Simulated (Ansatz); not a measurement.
**Cu(111) with 4 thermally displaced layers, 2x2: scattering by thermal displacements**

How much do lattice vibrations at 500 K scatter the electrons of Cu? Layers with random displacements are laid between perfect leads, and the resistance is followed against their length. The measured value for the pure metal at this temperature is 3.09 µΩ cm (CRC Handbook of Chemistry and Physics, 84th ed., 2003, Electrical Resistivity of Pure Metals).

Method: Ansatz plane-wave DFT, PBE, PAW files; ballistic transport by layer matching (Landauer), zero bias; PAW set soft_1, in Ansatz 0.2.0.

## 1. Set-up

The cell holds 40 atoms: 40 Cu. Cell: a = 5.112 Å, b = 5.112 Å, c = 20.923 Å, α = 93.5°, β = 86.5°, γ = 120.0°. It derives from Cu. Regions: lead, 24 atoms (24 Cu); scattering region, 16 atoms (16 Cu). The structure is stacked along c, and the current runs across the ab planes.

## 2. With 4 displaced layers

Each atom of 4 layers is moved at random, by amounts drawn from a normal law 0.0993 Å wide in each direction from the Debye model (343 K) at 500 K. The layers about the cell's end stay perfect and serve as the lead. Disorder leaves little or no symmetry, which makes such runs dear. Energies from -0.05 to 0.05 eV in steps of 0.05 eV are too few for the program's thermal sum, so it prints no conductance; for a metal the transmission near the Fermi level serves, at a fraction of the cost.

The input, input.yaml:

```yaml
crystal:
  lattice:
    - [5.1123254594, 0.0, 0.0]
    - [-2.5561627297, 4.4274037203, 0.0]
    - [1.2780813649, -0.73790062, 20.8709812911]
  atoms:
    - { symbol: Cu, position: [0.9916666667, 0.0083333333, 0.05] }
    - { symbol: Cu, position: [0.9916666667, 0.5083333333, 0.05] }
    - { symbol: Cu, position: [0.4916666667, 0.0083333333, 0.05] }
    - { symbol: Cu, position: [0.4916666667, 0.5083333333, 0.05] }
    - { symbol: Cu, position: [0.1416666667, 0.3583333333, 0.15] }
    - { symbol: Cu, position: [0.1416666667, 0.8583333333, 0.15] }
    - { symbol: Cu, position: [0.6416666667, 0.3583333333, 0.15] }
    - { symbol: Cu, position: [0.6416666667, 0.8583333333, 0.15] }
    - { symbol: Cu, position: [0.2916666667, 0.2083333333, 0.25] }
    - { symbol: Cu, position: [0.2916666667, 0.7083333333, 0.25] }
    - { symbol: Cu, position: [0.7916666667, 0.2083333333, 0.25] }
    - { symbol: Cu, position: [0.7916666667, 0.7083333333, 0.25] }
    - { symbol: Cu, position: [0.9526770803, 0.08238341, 0.353528126] }
    - { symbol: Cu, position: [0.9748359395, 0.593682025, 0.3442645261] }
    - { symbol: Cu, position: [0.4147656691, 0.0286291277, 0.3494873647] }
    - { symbol: Cu, position: [0.4604258627, 0.5582342976, 0.3523591622] }
    - { symbol: Cu, position: [0.0569229815, 0.4109124352, 0.4456851942] }
    - { symbol: Cu, position: [0.1353412057, 0.9289756263, 0.4545165546] }
    - { symbol: Cu, position: [0.5968937125, 0.4225997677, 0.4531299294] }
    - { symbol: Cu, position: [0.5794911767, 0.8970876698, 0.4494539655] }
    - { symbol: Cu, position: [0.2234672769, 0.2447792753, 0.5486518344] }
    - { symbol: Cu, position: [0.2373778209, 0.7742543429, 0.5424065782] }
    - { symbol: Cu, position: [0.7510803542, 0.2438707472, 0.5474026766] }
    - { symbol: Cu, position: [0.7140087178, 0.7549020117, 0.548821744] }
    - { symbol: Cu, position: [0.8893253505, 0.0964366163, 0.6504460474] }
    - { symbol: Cu, position: [0.9320509111, 0.6170511569, 0.6472706549] }
    - { symbol: Cu, position: [0.408263235, 0.1059155812, 0.6528253731] }
    - { symbol: Cu, position: [0.4007130768, 0.5980322623, 0.6408166076] }
    - { symbol: Cu, position: [0.0416666667, 0.4583333333, 0.75] }
    - { symbol: Cu, position: [0.0416666667, 0.9583333333, 0.75] }
    - { symbol: Cu, position: [0.5416666667, 0.4583333333, 0.75] }
    - { symbol: Cu, position: [0.5416666667, 0.9583333333, 0.75] }
    - { symbol: Cu, position: [0.1916666667, 0.3083333333, 0.85] }
    - { symbol: Cu, position: [0.1916666667, 0.8083333333, 0.85] }
    - { symbol: Cu, position: [0.6916666667, 0.3083333333, 0.85] }
    - { symbol: Cu, position: [0.6916666667, 0.8083333333, 0.85] }
    - { symbol: Cu, position: [0.8416666667, 0.1583333333, 0.95] }
    - { symbol: Cu, position: [0.8416666667, 0.6583333333, 0.95] }
    - { symbol: Cu, position: [0.3416666667, 0.1583333333, 0.95] }
    - { symbol: Cu, position: [0.3416666667, 0.6583333333, 0.95] }
kpoints:
  mp_grid: { grid: [5, 5, 1] }
hamiltonian:
  xc: pbe
  pseudopotentials: { kind: paw, azcp: { folder: soft_1 } }
scf:
  occupations: { method: fermi_dirac, width: 0.1 }
output:
  transmission:
    leads: [[0, 4]]
    kmesh: [10, 10]
    e_range: [-0.05, 0.05]
    de: 0.05
  write_potential: true
  write_density: true
  volumetric_format: npy
  elf: true
```

On the command line:

```console
$ ansatz run input.yaml --threads 4 --pin off --max-ram 15360MiB --backend cpu --events-out ev --progress --plain --runs-dir out
```

Numbers of over 12 decimals in the logs are rounded to 6 here.

Output:

```text
Engine: ansatz 0.2.0, aarch64-unknown-linux-gnu
Pseudopotentials: kind: paw
Pseudopotential: Cu, paw, valence charge 19, recommended cutoff 420 eV (normal), soft_1/Cu.paw.azcp
Functional definition: PBE
  parameter kappa = 0.804
  parameter beta = 0.066725
  exchange = pbe_x(kappa = kappa, mu = beta*pi^2/3)
  correlation = pbe_c(beta = beta)
Crystal: 40 atoms, lattice volume = 472.401 Å³
Basis set: ecut = 420 eV, 9295 PW (Γ)
Bands: 456, of which v1, the nominal top of the filled ones, is band 380 counted from 1 (379 counted from 0)
Symmetry: 1 space group operations
Space group: P1 (ITA 1), of the structure as read, at distance tolerance 7.8e-5 Å
k-points: 13 of 25 (time reversal used)
Non-local potential: Cu, projectors of the file, l = 0: 3, l = 1: 2, l = 2: 3, l = 3: 1
PAW form: soft (Blöchl's): semilocal exchange-correlation on the pseudo side does not see the compensation charge
PAW one-centre angular grid: Cu, 590 points (default); XC on 64 Gauss nodes
Initial density: superposition of atomic densities (chi_scale 0.1, normalization cell)
Initial wavefunctions: pseudopotential atomic-orbital guess
Functional: x = pbe(κ = 0.804, μ = 0.219515), c = pbe(β = 0.066725)
SCF iter   1: F=—  HF=-265042.526747 eV  |F-HF|=—  |Δ(HF+E_count)|=         —  Δρ=2.67e-1  dr2=2.02e2  ethr=3.10e-3  ⟨swp⟩=4.8  Hψ=18446  notcnv=0  defer=14
preconditioner: auto → Kerker (q_TF=auto, 2.953 Å⁻¹)  [metal: Δε(μ)=0.011 eV  Ē_g=9.123 eV  σ=0.100 eV  W_gap=0.03  n_scr=218 (ndim 8)  ℏωp=35.8 eV  f_vac=0.000  D(μ)=22.82/eV (n_scr^D=218)]
SCF iter   2: F=—  HF=-265012.374755 eV  |F-HF|=—  |Δ(HF+E_count)|=    3.02e1  Δρ=7.31e-2  dr2=1.98e1  ethr=3.10e-3  ⟨swp⟩=2.0  Hψ=11468  notcnv=0  defer=689
SCF iter   3: F=—  HF=-265007.054179 eV  |F-HF|=—  |Δ(HF+E_count)|=    5.32e0  Δρ=4.44e-2  dr2=7.46e0  ethr=2.60e-3  ⟨swp⟩=2.0  Hψ=7041  notcnv=0  defer=699
SCF iter   4: F=—  HF=-265005.696244 eV  |F-HF|=—  |Δ(HF+E_count)|=    1.36e0  Δρ=8.76e-3  dr2=2.32e-1  ethr=9.82e-4  ⟨swp⟩=2.0  Hψ=8204  notcnv=0  defer=701
SCF iter   5: F=—  HF=-265006.041729 eV  |F-HF|=—  |Δ(HF+E_count)|=   3.45e-1  Δρ=3.96e-3  dr2=6.75e-2  ethr=3.05e-5  ⟨swp⟩=2.0  Hψ=9955  notcnv=0  defer=713
SCF iter   6: F=—  HF=-265006.038269 eV  |F-HF|=—  |Δ(HF+E_count)|=   3.46e-3  Δρ=1.07e-3  dr2=5.07e-3  ethr=8.88e-6  ⟨swp⟩=2.1  Hψ=10066  notcnv=0  defer=713
SCF iter   7: F=—  HF=-265006.042642 eV  |F-HF|=—  |Δ(HF+E_count)|=   4.37e-3  Δρ=2.55e-4  dr2=2.90e-4  ethr=6.68e-7  ⟨swp⟩=2.0  Hψ=10116  notcnv=0  defer=713
SCF iter   8: F=—  HF=-265006.042717 eV  |F-HF|=—  |Δ(HF+E_count)|=   7.53e-5  Δρ=1.10e-4  dr2=4.34e-5  ethr=3.82e-8  ⟨swp⟩=1.2  Hψ=5355  notcnv=0  defer=713
SCF iter   9: F=—  HF=-265006.042671 eV  |F-HF|=—  |Δ(HF+E_count)|=   4.68e-5  Δρ=8.46e-5  dr2=5.15e-5  ethr=5.71e-9  ⟨swp⟩=2.0  Hψ=10163  notcnv=0  defer=713
SCF iter  10: F=—  HF=-265006.042667 eV  |F-HF|=—  |Δ(HF+E_count)|=   3.60e-6  Δρ=2.80e-5  dr2=1.17e-5  ethr=5.71e-9  ⟨swp⟩=2.0  Hψ=9983  notcnv=0  defer=713
SCF iter  11: F=—  HF=-265006.042667 eV  |F-HF|=—  |Δ(HF+E_count)|=   1.16e-7  Δρ=6.41e-6  dr2=1.32e-6  ethr=1.54e-9  ⟨swp⟩=1.0  Hψ=5212  notcnv=0  defer=713
SCF iter  12: F=-265006.042667 eV  HF=-265006.042667 eV  |F-HF|=9.29e-8  |Δ(HF+E_count)|=   4.39e-8  Δρ=3.02e-6  dr2=9.12e-8  ethr=1.32e-11  ⟨swp⟩=6.2  Hψ=20845  notcnv=0
SCF 1 converged in 12 iterations: F = -265006.042667 eV  dr2 = 9.12e-8
  greatest PAW one-centre occupation: 1.000 electrons in one spin orbital (limit 2), on the Cu atom at site 25 (counted from 0), in its partial waves of l = 0
transmission: 165 of 1612 steps passed
transmission: 324 of 1612 steps passed
[...]
transmission: 1612 of 1612 steps passed
SCF converged after 12 iterations
Free energy (F): -265006.042667 eV
Harris-Foulkes:  -265006.042667 eV  (|F-HF|=9.29e-8)
Internal energy: -265005.540432 eV  (E = F + TS)
E sigma→0 (E₀):  -265005.791550 eV
Entropy (-TS):   -0.502234 eV (-12.556 meV/atom)
Fermi energy:    16.341530 eV
--- Per-component energies (eV) ---
  E_band       = -14698.277096
  E_kinetic    = 10476.756806
  E_local      = -180681.732927  (includes V_loc(G=0)·N_el)
  E_nonlocal   = 35592.706715
  E_hartree    = 76565.957424
  E_xc         = -2762.187325
  E_vxc        = -3566.836550  (∫ρ·V_xc dr)
  E_paw        = -72597.176437  (= ΣΔE_a)
  E_vpaw       = -29651.194370  (= ΣTr[D̂ρ^β])
  E_aug_tail   = 0.040189  (compensation charges beyond the density's cutoff)
  E_ewald      = -131599.904877
  E_smearing   = -0.502234  (= −TS)
  E_closure    = -0.000000  (closes the sum)
  Σ components = -265006.042667   (vs F -265006.042667, Δ=0.00e0)
--- Band table (eV; the first three rows and the last of 13) ---
  k-point 0: bands = [... 376 lower, 16.2616, 16.6349, 16.6760, 16.6975, 16.7416, 16.9985, 17.0763, 17.2188, ... 72 higher]
  k-point 1: bands = [... 376 lower, 15.9707, 16.0827, 16.1163, 16.2659, 16.3932, 16.4446, 16.4828, 16.5657, ... 72 higher]
  k-point 2: bands = [... 376 lower, 16.1334, 16.1670, 16.1804, 16.2305, 16.2980, 16.4002, 16.5251, 16.6575, ... 72 higher]
  k-point 12: bands = [... 376 lower, 15.3408, 15.9882, 16.0794, 16.2783, 16.3609, 16.6210, 16.8455, 17.6016, ... 72 higher]
--- Transmission ---
  basis      : 199 plane waves across, 31 finite elements along
  points     : 52, standing for a mesh of 10 x 10
  energies   : 3 from -0.050000 to 0.050000 eV about the Fermi level, 0.050000 eV apart; the leads are filled to 0.000000 eV, and channels, transmission and decay are at 0.000000 eV
  crystal 0  : Cu4, at the sites [0, 4], period 2.0871 Å, over 12.52 Å; its Hamiltonian steps by up to 3.7 meV
    offset         : up to 0.0000 Å between an atom of the period and one for which it stands
    channels       : 3.210000e0 a spin
    conductance    : none, the energies end too early or step too widely for 300 K: set another output.transmission.e_range or a lower de, or, where they end at an eighth of basis.ecutwfc, a higher one
  junction   : crystal 0 to crystal 0, 0.70 to 19.48 Å
    transmission   : 3.094266e0 a spin
    conductance    : none, the energies end too early or step too widely for 300 K: set another output.transmission.e_range or a lower de, or, where they end at an eighth of basis.ecutwfc, a higher one
```

It took 6.9 min on 4 threads of Arm Neoverse V2, shared host; peak memory 4.9 GiB.

In the SCF lines HF is the Harris–Foulkes energy and dr2 the Hartree energy of the density residual, in eV; the loop may stop once dr2 is under the threshold and the program's other checks hold. Hψ counts applications of the Hamiltonian.

This step gave:

- free energy: -265006.0427 eV
- energy at zero smearing: -265005.7915 eV
- Fermi energy: 16.34 eV
- cell area: 22.63 Å²
- transmission per spin nearest the Fermi level: 3.094
- open channels per spin nearest the Fermi level: 3.21
- step of the lead's potential: 3.7 meV

Per spin. Transmission, zone mean against energy, zero at the Fermi level:

| energy (eV) | transmission, zone mean |
| --- | --- |
| -0.0500 | 3.08 |
| 0.0000 | 3.09 |
| 0.0500 | 3.10 |

Per spin. The open channels, zone mean, lead stays at 3.21 for energy from -0.05 to 0.05 eV.

Transmission over k1 and k2. At 0.0000 eV from the Fermi level.

Values, 10 rows by 10 columns:
```
2.97 3.62 2.98 2.98 2.98 3.83 2.98 2.98 2.98 2.98
2.98 2.97 3.63 2.97 2.98 3.80 2.97 2.98 2.98 2.98
2.98 2.98 2.97 3.59 2.87 3.57 2.96 2.98 2.98 2.98
2.98 2.99 2.98 2.91 2.81 2.70 2.66 2.96 2.98 2.98
3.68 3.65 3.55 3.40 2.83 2.93 2.83 3.40 3.55 3.65
2.98 2.98 2.98 2.96 2.66 2.70 2.81 2.91 2.98 2.99
2.98 2.98 2.98 2.98 2.96 3.57 2.87 3.59 2.97 2.98
2.98 2.98 2.98 2.98 2.97 3.80 2.98 2.97 3.63 2.97
2.97 2.98 2.98 2.98 2.98 3.83 2.98 2.98 2.98 3.62
3.60 2.98 2.98 2.98 2.98 3.83 2.98 2.98 2.98 2.98
```
Columns: k1 (b1) from -0.5 to 0.4; rows upwards: k2 (b2) from -0.5 to 0.4.

Open channels over k1 and k2. At 0.0000 eV from the Fermi level.

Values, 10 rows by 10 columns:
```
3.00 4.00 3.00 3.00 3.00 4.00 3.00 3.00 3.00 3.00
3.00 3.00 4.00 3.00 3.00 4.00 3.00 3.00 3.00 3.00
3.00 3.00 3.00 4.00 3.00 4.00 3.00 3.00 3.00 3.00
3.00 3.00 3.00 3.00 3.00 3.00 3.00 3.00 3.00 3.00
4.00 4.00 4.00 4.00 3.00 3.00 3.00 4.00 4.00 4.00
3.00 3.00 3.00 3.00 3.00 3.00 3.00 3.00 3.00 3.00
3.00 3.00 3.00 3.00 3.00 4.00 3.00 4.00 3.00 3.00
3.00 3.00 3.00 3.00 3.00 4.00 3.00 3.00 4.00 3.00
3.00 3.00 3.00 3.00 3.00 4.00 3.00 3.00 3.00 4.00
4.00 3.00 3.00 3.00 3.00 4.00 3.00 3.00 3.00 3.00
```
Columns: k1 (b1) from -0.5 to 0.4; rows upwards: k2 (b2) from -0.5 to 0.4.

Valence density in the ca plane at fractional y = 0.617, with atoms of Cu within 0.2 Å of it. It is the smooth field of the valence electrons, not physical close to the nuclei.

Ten steps, logarithmic in the rise over the least value, from '0' (0 e/Å³) to '9' (49 e/Å³), each cell a mean:
```
00000000000279730000000000001599610000000000
00000012210135410000000000001488510000000000
00000035530001100000000000000134200000000000
00000036641000000001100122100000000011000000
00000024420001100001100134200000000122100011
00000001100024420000000123200111000122100111
00000000000148841000000011101354100011000010
00000000000047741000000000002798300000000000
00000012210013420000000000002698300000000000
00000035530000100000000000001355200000000000
00000036641000000000000121000011000011000000
00000024420011100001000122100000000122100011
00000001100146410000000122100122100122100111
00000000000279730000000000001366300011000010
```
Columns run along c (16.0 Å, from fractional 0.12 to 0.88 of the cell), rows up along a (5.1 Å). Atoms in or near the plane, at fractional coordinates: Cu at (0.34, 0.97), Cu at (0.65, 0.93), Cu at (0.64, 0.40).

ELF in the ca plane at fractional y = 0.617, with atoms of Cu within 0.2 Å of it. It is the smooth field of the valence electrons, not physical close to the nuclei.

Values, 8 rows by 16 columns, each cell a mean:
```
0.23 0.23 0.18 0.21 0.24 0.21 0.25 0.25 0.24 0.25 0.19 0.43 0.22 0.23 0.23 0.23
0.22 0.23 0.17 0.17 0.21 0.19 0.20 0.18 0.20 0.18 0.19 0.16 0.21 0.21 0.23 0.24
0.23 0.24 0.17 0.17 0.20 0.19 0.20 0.18 0.18 0.15 0.22 0.20 0.19 0.16 0.20 0.17
0.21 0.22 0.21 0.22 0.19 0.22 0.24 0.22 0.20 0.18 0.19 0.16 0.19 0.16 0.20 0.17
0.23 0.23 0.18 0.21 0.18 0.20 0.25 0.23 0.23 0.26 0.23 0.37 0.22 0.23 0.24 0.23
0.22 0.23 0.17 0.17 0.22 0.19 0.22 0.22 0.19 0.20 0.19 0.18 0.21 0.21 0.23 0.24
0.23 0.24 0.17 0.17 0.20 0.20 0.19 0.19 0.18 0.16 0.23 0.20 0.20 0.16 0.20 0.17
0.21 0.21 0.21 0.23 0.27 0.22 0.23 0.22 0.20 0.18 0.18 0.19 0.20 0.16 0.20 0.17
```
Columns run along c (16.0 Å, from fractional 0.12 to 0.88 of the cell), rows up along a (5.1 Å). Atoms in or near the plane, at fractional coordinates: Cu at (0.34, 0.97), Cu at (0.65, 0.93), Cu at (0.64, 0.40).

Electrostatic potential energy in the ca plane at fractional y = 0.617, with atoms of Cu within 0.2 Å of it. With pseudopotentials it is smooth inside the atoms' cores, unlike the true potential.

Ten even steps from '0' (-43 eV) to '9' (19 eV), each cell a mean:
```
99999999999600049999999999997200179999999999
99999986689842379999999999998300289999999999
99999951158988899999999988999744699999999999
99999840038999999997899865799988999988999999
99999963358987799997799743589999999855799888
99999998789852269998899854689878999855799877
99999999999830028999999987897423799977899988
99999999999840038999999999996100499999999999
99999986689974469999999999996100489999999999
99999851158998899999999988998523699999999999
99999840038999999998999866899878999988999999
99999963358987899988899755799999999855799888
99999998789731379998999866899866899855799877
99999999999500059999999998998411489977899988
```
Columns run along c (16.0 Å, from fractional 0.12 to 0.88 of the cell; values clipped at the 3rd and 97th percentile), rows up along a (5.1 Å). Atoms in or near the plane, at fractional coordinates: Cu at (0.34, 0.97), Cu at (0.65, 0.93), Cu at (0.64, 0.40).

Over the solved energies the transmission per spin lies between 3.08 and 3.10, out of 3.21 channels of the lead on average (up to 3.21).

(Continued in part 2 of 2.)

[Logs are printed without paths, hosts, clocks, repeated set-up lines and the standing remarks that a program may print on its own settings, such as how far it seeks lower states.]

[Hosts, paths, dates, database ids (printed as entryN), source tags and the programs' standing remarks are cut or masked in the printed files.]
